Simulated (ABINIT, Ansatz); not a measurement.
**SnGeTe3 (Pm-3m): zone-centre phonons**

Aim: the zone-centre modes of SnGeTe3 (Pm-3m).

Calculated with ABINIT 10.8.3; DFT LDA, scalar-relativistic, plane waves, HGH norm-conserving pseudopotentials.

Most raw output is cut from this account.

The structure was built from a prototype and need not be the compound's stable phase.

### Step 1. The starting structure

It takes space group Pm-3m (No. 221, cubic). The conventional cell has a = 5.298 Å, b = 5.298 Å, c = 5.298 Å, α = 90.00°, β = 90.00°, γ = 90.00°. Nearest to Sn lie 12 Te at 3.75 Å. Nearest to Ge lie 6 Te at 2.65 Å. Te has 2 Ge at 2.65 Å nearest. Farther neighbours and most contacts between anions are not listed.

### Step 2. Relaxation

The harmonic expansion needs vanishing forces, and a free crystal bears no stress, so cell and atoms are brought to rest. Stress is more sensitive to the basis than forces are: the last 3 Ha under the cutoff are smoothed with ecutsm, and the cutoff is raised above that of the later runs.

The starting cell comes from a relaxation made beforehand in Ansatz (LDA, PseudoDojo NC).

relax.abi reads:

```
# relaxation
ionmov 2
optcell 2
dilatmx 1.08
ntime 40
tolmxf 1.0d-05
tolvrs 1.0d-14
prtwf 0
prtden 0
chksymtnons 0

# basis, mesh and filling
ecut 26.0
ecutsm 3.0
ixc 7
ngkpt 4 4 4
nshiftk 1
shiftk 0.0 0.0 0.0
istwfk *1
occopt 3
tsmear 0.01
nband 20
nstep 100
diemac 1000000.0
prtebands 0
prtgsr 0

# cell and atoms
acell 10.01092027 10.01092027 10.01092027
rprim 
    1.0 0.0 0.0
    0.0 1.0 0.0
    0.0 0.0 1.0
ntypat 3
znucl 50 32 52
natom 5
typat 1 2 3 3 3
xred 
    0.0 0.0 0.0
    0.5 0.5 0.5
    0.5 0.5 0.0
    0.5 0.0 0.5
    0.0 0.5 0.5
pp_dirpath "./pseudo"
pseudos "Sn.hgh, Ge.hgh, Te.hgh"
```

On the command line:

```bash
OMP_NUM_THREADS=1 mpirun -n 4 abinit relax.abi > relax.log
```

The job ended after 50 s (4 MPI ranks of Arm Neoverse V2, shared host).

Relaxation path:

```
step  energy less that of the first step (eV)  largest force (eV/Å)  volume (Å³)
   1                                   0.0000                0.0000       148.67
   2                                  -0.0028                0.0000       149.14
   3                                  -0.0104                0.0000       151.85
   4                                  -0.0104                0.0000       151.94
```

```
conventional cell, symmetrised  before  after  change
                         a (Å)   5.298  5.336  +0.7 %
                         b (Å)   5.298  5.336  +0.7 %
                         c (Å)   5.298  5.336  +0.7 %
              volume (Å³/atom)   29.73  30.39  +2.2 %
```

The relaxed structure:

```xyz
5
Lattice="5.3361 0.0000 0.0000 0.0000 5.3361 0.0000 0.0000 0.0000 5.3361" Properties=species:S:1:pos:R:3 pbc="T T T"
Sn    0.0000    0.0000    0.0000
Ge    2.6681    2.6681    2.6681
Te    2.6681    2.6681    0.0000
Te    2.6681    0.0000    2.6681
Te    0.0000    2.6681    2.6681
```

Read from the output:

| Property | Result |
| --- | --- |
| volume per atom | 30.39 Å³ |
| pressure | 7.48e-4 GPa |
| gap on the k-mesh | 0 eV |

The volume changes by +2.2 % from the cell with which this run began.

### Step 3. Ground state

The response is built on these wavefunctions, so the potential is converged far more tightly than an energy would need. Occupations are smeared.

gs.abi reads:

```
# ground state
tolvrs 1.0d-16
prtden 1
prtwf 1

# basis, mesh and filling
ecut 20.0
ixc 7
ngkpt 4 4 4
nshiftk 1
shiftk 0.0 0.0 0.0
istwfk *1
occopt 3
tsmear 0.01
nband 20
nstep 100
diemac 1000000.0
prtebands 0
prtgsr 0

# cell and atoms
acell 10.08378113 10.08378113 10.08378113
rprim 
    1.0 0.0 0.0
    0.0 1.0 0.0
    0.0 0.0 1.0
ntypat 3
znucl 50 32 52
natom 5
typat 1 2 3 3 3
xred 
    0.0 0.0 0.0
    0.5 0.5 0.5
    0.5 0.5 0.0
    0.5 0.0 0.5
    0.0 0.5 0.5
pp_dirpath "./pseudo"
pseudos "Sn.hgh, Ge.hgh, Te.hgh"
```

On the command line:

```bash
OMP_NUM_THREADS=1 mpirun -n 4 abinit gs.abi > gs.log
```

It took 11 s on 4 MPI ranks.

This step gave:

- pressure: -0.1493 GPa

The cell stands at -0.15 GPa: the relaxation ran with a smoothed and higher cutoff, and the difference is a stress of the finite basis.

### Step 4. Zone-centre response

At q = 0 one unit cell holds all displacements. The response is solved for single atoms along the cell's directions, and symmetry skips those that follow from others. The crystal is treated as a metal, which screens a static field, so no field response is asked.

dfpt_gamma.abi reads:

```

# common to the responses
getwfk_filepath "gso_WFK"
kptopt 2
nqpt 1
qpt 0.0 0.0 0.0
asr 0
chneut 0

# displacements
rfphon 1
rfatpol 1 5
rfdir 1 1 1
tolvrs 1.0d-10
prtwf 0

# basis, mesh and filling
ecut 20.0
ixc 7
ngkpt 4 4 4
nshiftk 1
shiftk 0.0 0.0 0.0
istwfk *1
occopt 3
tsmear 0.01
nband 20
nstep 100
diemac 1000000.0
prtebands 0
prtgsr 0

# cell and atoms
acell 10.08378113 10.08378113 10.08378113
rprim 
    1.0 0.0 0.0
    0.0 1.0 0.0
    0.0 0.0 1.0
ntypat 3
znucl 50 32 52
natom 5
typat 1 2 3 3 3
xred 
    0.0 0.0 0.0
    0.5 0.5 0.5
    0.5 0.5 0.0
    0.5 0.0 0.5
    0.0 0.5 0.5
pp_dirpath "./pseudo"
pseudos "Sn.hgh, Ge.hgh, Te.hgh"
```

On the command line:

```bash
OMP_NUM_THREADS=1 mpirun -n 4 abinit dfpt_gamma.abi > dfpt_gamma.log
```

The job ended after 70 s (4 MPI ranks; 4.7 min of CPU time).

Read from the output:

- largest acoustic frequency at the zone centre before the sum rule: -1.76 cm⁻¹
- highest optical zone-centre mode (no LO-TO term): 144.9 cm⁻¹
- lowest optical zone-centre mode: -98.58 cm⁻¹

The acoustic modes at Γ come out as far as 1.8 cm⁻¹ from zero, where they should vanish, a small numerical error. The lowest optical mode is imaginary, 99i cm⁻¹, an instability at this level and on this k mesh.

### Step 5. Zone-centre analysis

anaddb reads the merged derivatives and imposes the acoustic sum rule.

anaddb.abi reads:

```
ddb_filepath "gamma_DDB"
output_file "anaddb.abo"
outdata_prefix "anaddb"
asr 1
chneut 1
enunit 2
eivec 1
nph1l 1
qph1l 0.0 0.0 0.0 1.0
```

mrgddb.in reads:

```
gamma_DDB
merged
2
dfpt_gammao_DDB
gso_DDB
```

On the command line:

```bash
mrgddb < mrgddb.in > mrgddb.log
OMP_NUM_THREADS=1 anaddb anaddb.abi > anaddb.log
```

Elapsed: 0.48 s, on 1 thread.

This step gave:

* lowest optical zone-centre mode: -98.56 cm⁻¹

No LO-TO term; unit eigenvectors of the mass-weighted matrix, from anaddb's displacements. Modes at Γ, with each element's share of the kinetic energy (negative means imaginary):

```
mode  frequency (cm⁻¹)  symmetry  Sn %  Ge %  Te %
   1             -98.6       T1u    40    16    44
   2             -98.6       T1u    40    16    44
   3             -98.6       T1u    40    16    44
   4             -63.9       T2u     0     0   100
   5             -63.9       T2u     0     0   100
   6             -63.9       T2u     0     0   100
   7             -59.4       T1u    40    45    15
   8             -59.4       T1u    40    45    15
   9             -59.4       T1u    40    45    15
  10               0.0  acoustic    21    13    67
  11               0.0  acoustic    21    13    67
  12               0.0  acoustic    21    13    67
  13             144.9       T1u     0    26    74
  14             144.9       T1u     0    26    74
  15             144.9       T1u     0    26    74
```

Displacements in mode 2 (-98.6 cm⁻¹), the largest set to 1:
```
Sn1  0.00  1.00  0.00
Ge2  0.00  0.82  0.00
Te3  0.00 -0.72  0.00
Te4  0.00  0.04  0.00
Te5  0.00 -0.72  0.00
```

Displacements in mode 5 (-63.9 cm⁻¹), the largest set to 1:
```
Sn1  0.00  0.00  0.00
Ge2  0.00  0.00  0.00
Te3  0.00  1.00  0.00
Te4  0.00  0.00  0.00
Te5  0.00 -1.00  0.00
```

The rule moves no optical mode by more than 0.1 cm⁻¹.

### Step 6. Sum rules set otherwise (asr 0)

Without the rule the raw error of the acoustic modes shows.

anaddb.abi, as its differences from that of step 5:

```diff
@@ -3,4 +3,4 @@
 outdata_prefix "anaddb"
-asr 1
-chneut 1
+asr 0
+chneut 0
 enunit 2
```

mrgddb.in is that of step 5.

The job ended after 0.47 s (1 thread).

Read from the output:

```
lowest optical zone-centre mode : -98.58 cm⁻¹
```

Zone-centre frequencies as printed; negative means imaginary. Modes:

```
mode  frequency (cm⁻¹)
   1            -98.58
   2            -98.58
   3            -98.58
   4            -63.95
   5            -63.95
   6            -63.95
   7            -59.39
   8            -59.39
   9            -59.39
  10             -1.76
  11             -1.76
  12             -1.76
  13             144.9
  14             144.9
  15             144.9
```

### Step 7. Outcome

```yaml
space_group_after_relaxation: Pm-3m
volume_per_atom: 30.4 Å³
highest_optical_zone_centre_mode_no_lo_to_term: 144.9 cm⁻¹
lowest_optical_zone_centre_mode: -98.6 cm⁻¹
imaginary_optical_modes_at_the_zone_centre_no_q_mesh_in_this_session: yes
```

At the LDA level the optical modes of SnGeTe3 (Pm-3m) at the zone centre run from 99i to 145 cm⁻¹, so the structure is a saddle point, with 9 modes beyond 10i cm⁻¹ there. These are harmonic frequencies: anharmonic shifts and widths and the lattice's thermal expansion are left out. The Fermi-Dirac smearing of 0.01 Ha is an electronic temperature of 3158 K, which adds a pressure of its own and can shift the volume and soft modes. Spin-orbit coupling is left out, which can matter for the heavy elements here. The HGH files keep few electrons and have no core correction, which is cheap but rough for Ge and Sn. In a metal the frequencies hang on the k mesh and the smearing, most of all near Kohn anomalies. The structure is a hypothetical one, built on a prototype.

[Host names and launcher messages were left out of these logs when they were recorded.]

[Logs are printed without paths, hosts, clocks, repeated set-up lines and the standing remarks that a program may print on its own settings, such as how far it seeks lower states.]

[Hosts, paths, dates, database ids (printed as entryN), source tags and the programs' standing remarks are cut or masked in the printed files.]
